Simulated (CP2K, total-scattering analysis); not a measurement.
## Total scattering from CaSiO3 at 2200 K

The model: ab initio molecular dynamics with CP2K (PBE, Gaussian and plane waves, DZVP-MOLOPT-SR basis, GTH potentials, 400 Ry, CSVR thermostat, no spin, fixed volume). The average runs over 0.69 ps of 70 atoms, so shells between rare elements are rough. Mean temperature 2127 K, largest m.s.d. 2.21 Å², energy drift -43 meV an atom (last third less first); the first quarter of the run is discarded. Start: last frame of a classical run of this cell at the same density and temperature. So short a stretch relaxes bonds and nearest shells but still remembers its start. The density is set to 2.550 g/cm³. Composition: Ca 20.0, Si 20.0, O 60.0 atom %. Production: 153 frames 0.0045 ps apart at 2200 K, fixed volume.

The totals are in Faber–Ziman form. Below 4 Å⁻¹ the partials are summed on the cell's own reciprocal vectors (from 0.62 Å⁻¹) and folded with a Gaussian of σ = 0.14 Å⁻¹; above it they are transforms of g(r) out to 6.9 Å, tapered over the last 40 %. The fold lowers sharp peaks, and with so few vectors their positions are good to about 0.1 Å⁻¹. X-rays take neutral-atom form factors, neutrons coherent lengths (Ca 4.7, Si 4.15071, O 5.8037 fm). G(r) = 4πrρ₀[g(r) − 1] carries the resolution of a Lorch-windowed transform up to 20 Å⁻¹. The patterns are simulated, not measured. The potential energy falls by 43 meV an atom from the first to the last third of the average, so the sample is relaxing or ordering and this is no equilibrium average. The cell is small: beyond half the box only the part of each shell inside it is counted, and low-Q values rest on few vectors.

Predict the maxima of S(Q) and G(r), and the first shells.

Density 2.550 g/cm³, ρ₀ = 0.0661 Å⁻³. Mean square displacements over the run: Ca 2.21, Si 0.35, O 1.25 Å²; the sample is a liquid as far as so short a run tells.

Maxima of S(Q), Q in Å⁻¹ (height): X-ray: 2.12 (1.11), 4.42 (1.09), 8.47 (1.06); neutron: 2.78 (1.13), 5.14 (1.19), 7.95 (1.07).

```csv
Q (Å⁻¹),X-ray,neutron
0.80,-0.01,0.18
1.00,0.06,0.26
1.20,0.21,0.43
1.40,0.33,0.51
1.60,0.46,0.51
1.80,0.85,0.63
2.00,1.06,0.72
2.20,1.09,0.72
2.40,0.97,0.82
2.60,0.87,1.05
2.80,0.81,1.13
3.00,0.81,1.07
3.20,0.88,1.02
3.40,0.93,0.93
3.60,0.99,0.89
3.80,1.05,0.89
4.00,1.09,0.92
4.20,1.09,0.96
4.40,1.09,1.02
4.60,1.09,1.08
4.80,1.07,1.14
5.00,1.05,1.18
5.20,1.03,1.19
5.40,1.04,1.16
5.60,1.05,1.09
5.80,1.04,1.01
6.00,1.01,0.93
6.20,0.96,0.87
6.40,0.92,0.84
6.60,0.90,0.85
6.80,0.90,0.88
7.00,0.92,0.92
7.20,0.94,0.97
7.40,0.97,1.01
7.60,0.99,1.04
7.80,1.02,1.06
8.00,1.04,1.07
8.20,1.05,1.06
8.40,1.06,1.04
8.60,1.06,1.03
8.80,1.05,1.03
9.00,1.05,1.03
9.20,1.03,1.03
9.40,1.01,1.03
9.60,0.99,1.01
9.80,0.98,0.98
10.00,0.96,0.96
10.20,0.95,0.95
10.40,0.95,0.94
10.60,0.95,0.95
10.80,0.97,0.96
11.00,0.99,0.97
11.20,1.00,0.99
11.40,1.02,1.01
11.60,1.02,1.02
11.80,1.02,1.03
12.00,1.02,1.04
```

Maxima of G(r), r in Å (Å⁻²): X-ray: 1.66 (0.73), 2.38 (-0.20), 3.50 (0.67), 5.79 (0.26); neutron: 1.66 (0.98), 2.71 (1.07), 3.57 (-0.05), 4.93 (0.30).

| pair | first peak (Å) | g there | first minimum (Å) | g there | neighbours | X-ray weight (f = Z) | neutron weight |
| --- | --- | --- | --- | --- | --- | --- | --- |
| Si–O | 1.64 | 11.7 | 2.48 | 0.02 | 4.0 O per Si, 1.3 Si per O | 0.20 | 0.21 |
| Ca–O | 2.35 | 3.0 | 3.28 | 0.66 | 6.3 O per Ca, 2.1 Ca per O | 0.29 | 0.24 |
| O–O | 2.69 | 2.9 | 3.84 | 0.79 | 8.7 | 0.17 | 0.44 |
| Si–Si | 3.13 | 2.9 | 3.70 | 0.29 | 2.0 | 0.06 | 0.02 |
| Ca–Si | 3.35 | 3.0 | 4.64 | 0.58 | 6.3 Si per Ca, 6.3 Ca per Si | 0.17 | 0.06 |
| Ca–Ca | 3.61 | 2.0 | 5.10 | 0.71 | 6.2 | 0.12 | 0.03 |

Bonded neighbours (only these pairs count: cutoffs Ca–O 3.28 Å, Si–O 2.48 Å): Ca: 4 2.9 %, 5 20 %, 6 37 %, 7 29 %, 8 11 %; Si: 4 99 %, 5 1.4 %; O: 2 6.7 %, 3 48 %, 4 41 %, 5 4.0 %. For Ca–O g doesn't fall to zero at the cutoff, so those shares hang on where it is put. Bridging oxygens per network former of four or fewer bonds: Si: Q1 29 %, Q2 41 %, Q3 30 %. Oxygen by network formers bound (Si, B, P, Ge and Al count): one 66 %, two 34 %. O–Si–O peak at 106°, Si–O–Si peak at 128° and O–Ca–O peak at 82°. These counts come from 15 frames.

Anions around each cation, with the position of the first peak: Ca 6.3 (Ca–O 2.35 Å, to 3.28 Å, a soft count) and Si 4.0 (Si–O 1.64 Å, to 2.48 Å). The weights that differ most between the probes (X-ray, neutron): O–O 0.17 and 0.44, Ca–Si 0.17 and 0.06 and Ca–Ca 0.12 and 0.03. At 2.78 Å⁻¹ neutrons show a peak (1.13) where X-rays give 0.81: term by term, w(S − 1) with f = Z as a rough X-ray weight: O–O +0.43 against +0.17, Ca–Ca -0.03 against -0.10 and Ca–Si -0.03 against -0.08 (neutron against X-ray).

[Logs are printed without paths, hosts, clocks, repeated set-up lines and the standing remarks that a program may print on its own settings, such as how far it seeks lower states.]
